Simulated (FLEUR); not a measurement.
**GdSe: exchange couplings by hand from total energies**

Aim: get Heisenberg couplings of GdSe from the energies of collinear orders, with pencil and paper, and test them on an order left out of the fit.

Main program and level: FLEUR MaX-R8.1; PBEsol with U = 6.7 eV, J = 0.7 eV on Gd f; all-electron FLAPW, Dirac cores, scalar-relativistic bands.

### 1. The starting structure

The structure is cubic, space group Fm-3m (No. 225). The conventional cell has a = 5.771 Å, b = 5.771 Å, c = 5.771 Å, α = 90.00°, β = 90.00°, γ = 90.00°. Nearest to Gd lie 6 Se at 2.89 Å. Nearest to Se lie 6 Gd at 2.89 Å. Farther neighbours and most contacts between anions are not listed.

### 2. The parallel order

All energies count from this run. The U counters the self-interaction that shrinks the moments of a localised shell.

The file n_mmp_mat seeds the f occupations with whole cubic orbitals by Hund's first rule, so that the U acts from the first pass. inpgen writes inp.xml from crystal.txt; cutoffs, mixing, functional, smearing and local orbitals are then set in the file. The k list default-1 (kpts.xml, not shown) is a Γ-centred 6×6×6 mesh; where the ranks do not divide the number of points, some are split in two of half the weight.

File inp.xml:

```
<?xml version="1.0" encoding="UTF-8" standalone="no"?>
<fleurInput fleurInputVersion="0.39">
   <comment>
      GdSe
   </comment>
   <calculationSetup>
      <cutoffs Kmax="3.6" Gmax="10.8" GmaxXC="10.8" numbands="0"/>
      <scfLoop itmax="130" minDistance="0.0001" maxIterBroyd="15" imix="Anderson" alpha="0.05" precondParam="0.0" spinf="2.0" sdNocoIR="T"/>
      <coreElectrons ctail="T" frcor="F" kcrel="0" coretail_lmax="0"/>
      <xcFunctional name="PBEs" relativisticCorrections="F"/>
      <magnetism jspins="2"/>
      <soc l_soc="F" theta="0.0" phi="0.0" spav="F"/>
      <expertModes spex="0" secvar="F"/>
      <geometryOptimization l_f="F" forcealpha="1.0" forcemix="BFGS" epsdisp="0.00001" epsforce="0.00001"/>
      <ldaU l_linMix="F" mixParam="0.05" spinf="1.0"/>
   </calculationSetup>
   <cell>
      <bzIntegration valenceElectrons="34.0" mode="hist" fermiSmearingEnergy="0.00183747">
         <kPointListSelection listName="default-1"/>
         <xi:include xmlns:xi="http://www.w3.org/2001/XInclude" href="kpts.xml"> </xi:include>
      </bzIntegration>
      <xi:include xmlns:xi="http://www.w3.org/2001/XInclude" href="sym.xml"> </xi:include>
      <bulkLattice scale="1.0">
         <bravaisMatrix>
            <row-1>    0.0000000000000000     5.4528047325332993     5.4528047325332993</row-1>
            <row-2>    5.4528047325332993     0.0000000000000000     5.4528047325332993</row-2>
            <row-3>    5.4528047325332993     5.4528047325332993     0.0000000000000000</row-3>
         </bravaisMatrix>
      </bulkLattice>
   </cell>
   <atomSpecies>
      <species name="Gadolinium7.000" element="Gd" atomicNumber="64">
         <mtSphere radius="2.66" gridPoints="879" logIncrement="0.015"/>
         <atomicCutoffs lmax="10" lnonsphr="8"/>
         <electronConfig flipSpins="F">
            <coreConfig>(1s1/2) (2s1/2) (2p1/2) (2p3/2) (3s1/2) (3p1/2) (3p3/2) (4s1/2) (3d3/2) (3d5/2) (4p1/2) (4p3/2) (4d3/2) (4d5/2)</coreConfig>
            <valenceConfig>(5s1/2) (5p1/2) (5p3/2) (6s1/2) (4f5/2) (4f7/2) (5d3/2) (5d5/2)</valenceConfig>
            <stateOccupation state="(4f5/2)" spinUp="2.5" spinDown="0.5"/>
            <stateOccupation state="(4f7/2)" spinUp="4.0" spinDown="0.0"/>
            <stateOccupation state="(5d3/2)" spinUp="0.4" spinDown="0.0"/>
            <stateOccupation state="(5d5/2)" spinUp="0.6" spinDown="0.0"/>
         </electronConfig>
         <energyParameters s="6" p="6" d="5" f="4"/>
         <ldaU l="3" U="6.7" J="0.7" l_amf="F"/>
         <lo type="SCLO" l="0" n="5" eDeriv="0"/>
         <lo type="SCLO" l="1" n="5" eDeriv="0"/>
      </species>
      <species name="Selenium (Se)" element="Se" atomicNumber="34">
         <mtSphere radius="2.66" gridPoints="879" logIncrement="0.014"/>
         <atomicCutoffs lmax="10" lnonsphr="8"/>
         <electronConfig flipSpins="F">
            <coreConfig>(1s1/2) (2s1/2) (2p1/2) (2p3/2) (3s1/2) (3p1/2) (3p3/2)</coreConfig>
            <valenceConfig>(4s1/2) (3d3/2) (3d5/2) (4p1/2) (4p3/2)</valenceConfig>
            <stateOccupation state="(4p1/2)" spinUp="0.666667" spinDown="0.666667"/>
            <stateOccupation state="(4p3/2)" spinUp="1.333333" spinDown="1.333333"/>
         </electronConfig>
         <energyParameters s="4" p="4" d="3" f="4"/>
      </species>
   </atomSpecies>
   <atomGroups>
      <atomGroup species="Gadolinium7.000">
         <relPos label="                   1">.0000000000 .0000000000 .0000000000</relPos>
         <force calculate="T" relaxXYZ="TTT"/>
      </atomGroup>
      <atomGroup species="Selenium (Se)">
         <relPos label="                   2">1.000/2.000 1.000/2.000 1.000/2.000</relPos>
         <force calculate="T" relaxXYZ="TTT"/>
      </atomGroup>
   </atomGroups>
   <output dos="F" band="F" slice="F">
      <bandDOS minEnergy="-.5*Htr" maxEnergy="0.5*Htr" sigma="0.015" storeEVData="T"/>
      <plotting iplot="0" polar="F">
         <plot TwoD="T" vec1="  1.0  0.0  0.0" vec2="  0.0  1.0  0.0" vec3="  0.0  0.0  1.0" zero="  0.0  0.0  0.0" file="plot"/>
      </plotting>
      <moessbauerParams electricFieldGradient="F" isomerShift="F" coreHyperfine="F" valenceHyperfine="F"/>
   </output>
</fleurInput>
```

File crystal.txt:

```
GdSe
&input film=F cartesian=F /
0.00000000000  2.88550000000  2.88550000000
2.88550000000  0.00000000000  2.88550000000
2.88550000000  2.88550000000  0.00000000000
1.8897261246
1.0 1.0 1.0

2
64 0.00000000000  0.00000000000  0.00000000000 : 7.000
34 0.50000000000  0.50000000000  0.50000000000

&kpt div1=6 div2=6 div3=6 gamma=T /
```

Started as:

```
> OMP_NUM_THREADS=1 inpgen -f crystal.txt > inpgen.log  # inp.xml is then edited as shown
> OMP_NUM_THREADS=1 mpirun -n 4 fleur_MPI > fleur.log
```

The program printed:

```text
Welcome to FLEUR        (www.flapw.de)
      MaX-Release 8.1          (www.max-centre.eu)

 ========== k-point set info ==========
 Selected k-point list: default-1
 k-point list type: mesh
 6 x 6 x 6
 Number of k points: 16

 [... set-up left out ...]
 Iteration:     1   Distance:      22.30518674 me/bohr^3
 Iteration:     2   Distance:      21.25266235 me/bohr^3
 Iteration:     3   Distance:       2.81063649 me/bohr^3
 Iteration:     4   Distance:       0.91309795 me/bohr^3
 Iteration:     5   Distance:       0.86278367 me/bohr^3
[...]
[... left out ...]
            <freeEnergy value="-13705.3993876952"/>
            <extrapolationTo0K value="-13705.3992439110"/>
         </totalEnergy>
         [... left out ...]
         <ldaUDensityMatrixConvergence>
            <distance spin="1" distance="0.000000"/>
            <distance spin="2" distance="0.000000"/>
         </ldaUDensityMatrixConvergence>
         <densityConvergence units="me/bohr^3">
            <chargeDensity spin="1" distance="0.0000329860"/>
            <chargeDensity spin="2" distance="0.0000281884"/>
            <overallChargeDensity distance="0.0000397459"/>
            <spinDensity distance="0.0000467503"/>
         </densityConvergence>
      </iteration>
```

Wall time 13 s (4 MPI ranks of Intel Xeon Platinum 8375C at 2.90GHz (Ice Lake), shared host); peak memory 0.27 GiB; 50 s of CPU time.

Spin moment in the muffin-tin sphere by atom:

```
atom  spin moment in the muffin-tin sphere (μB)
 Gd1                                       7.07
 Se2                                      -0.04
```

Numbers from this step:

```
free energy                                                       : -372942.9164 eV
program's band gap on this mesh (in a metal only a level spacing) : 0.04362 eV
magnetization                                                     : 7.119 μB
final state                                                       : ferromagnetic
```

After 18 cycles the largest moment stands at 7.07 μB.

### 3. The orders used for the fit

The other orders were run with the same settings, on meshes that hold the same points. Free energies are divided by the number of Gd atoms; q is in fractions of the reciprocal vectors of the first run's cell.

```
            order  atoms   mesh  free energy (eV)     eV per Gd  largest moment (μB)
              F +      2  6×6×6      -372942.9164  -372942.9164                 7.07
AF q=(0,0,1/2) +-      4  6×6×3      -745885.9232  -372942.9616                 7.21
```

### 4. Counting neighbours

With E = −Σ J e_i·e_j over ordered pairs of unit vectors, turning a neighbour from parallel to opposed costs 2J a Gd atom. So an order lies 2 Σ n J over the parallel one, n being the opposed neighbours in each shell.

```
shell  distance (Å)  neighbours  opposed in AF q=(0,0,1/2) +-  opposed in AF q=(0,1/2,1/2) +-
   J1          4.08          12                             6                               8
   J2          5.77           6                             6                               0
```

Only J1 is kept.

### 5. Solving

```
2 × 6 × J1 = -45.2 meV    (AF q=(0,0,1/2) +-)
J1 = -3.77 meV
```

### 6. The test

The couplings now give the orders that were left out:

```
2 × 8 × (-3.77) = -60.3 meV    (AF q=(0,1/2,1/2) +-)
```

The runs themselves:

```
              order  atoms   mesh  free energy (eV)     eV per Gd  largest moment (μB)  over the parallel order (meV)  foretold (meV)
AF q=(0,1/2,1/2) +-      4  6×3×6      -745885.8675  -372942.9338                 7.13                          -17.4           -60.3
```

### 7. One more shell

One try is to add the next shell, though changing moments can also cause the miss. Both differences then fix both couplings, and no order is left for a test.

```
2 × 6 × J1 + 2 × 6 × J2 = -45.2 meV    (AF q=(0,0,1/2) +-)
2 × 8 × J1 = -17.4 meV    (AF q=(0,1/2,1/2) +-)
J1 = -1.09 meV
J2 = -2.68 meV
```

### 8. Summary of results

```json
{"effective coupling of the reversed pairs, counted on J1 (Gd–Gd at 4.08 Å)": "-3.77 meV", "largest miss on the orders left out": "43 meV", "J1 with two shells": "-1.09 meV", "J2 with two shells": "-2.68 meV"}
```

**Reading.** The model misses the order left out by 43 meV, 95 % of the largest distance from the parallel order, so it fails: these couplings alone don't describe the crystal. With the next shell added the couplings are J1 = -1.09 and J2 = -2.68 meV, untested. The largest moments of the orders differ by 1.9 % of the greatest. One difference fixes one number: it sums all reversed shells and need not be the coupling of the nearest one, even in sign. The f shell is half filled, so the spin-only picture is fair.

[Logs and program files are shortened in this print: banners, set-up blocks, solver, clock and traceback lines can be left out without a mark of their own.]

[Logs are printed without paths, hosts, clocks, repeated set-up lines and the standing remarks that a program may print on its own settings, such as how far it seeks lower states.]

[Hosts, paths, dates, database ids (printed as entryN), source tags and the programs' standing remarks are cut or masked in the printed files.]

[Where a cell is said to come from a database of computed structures, the database is the Materials Project.]
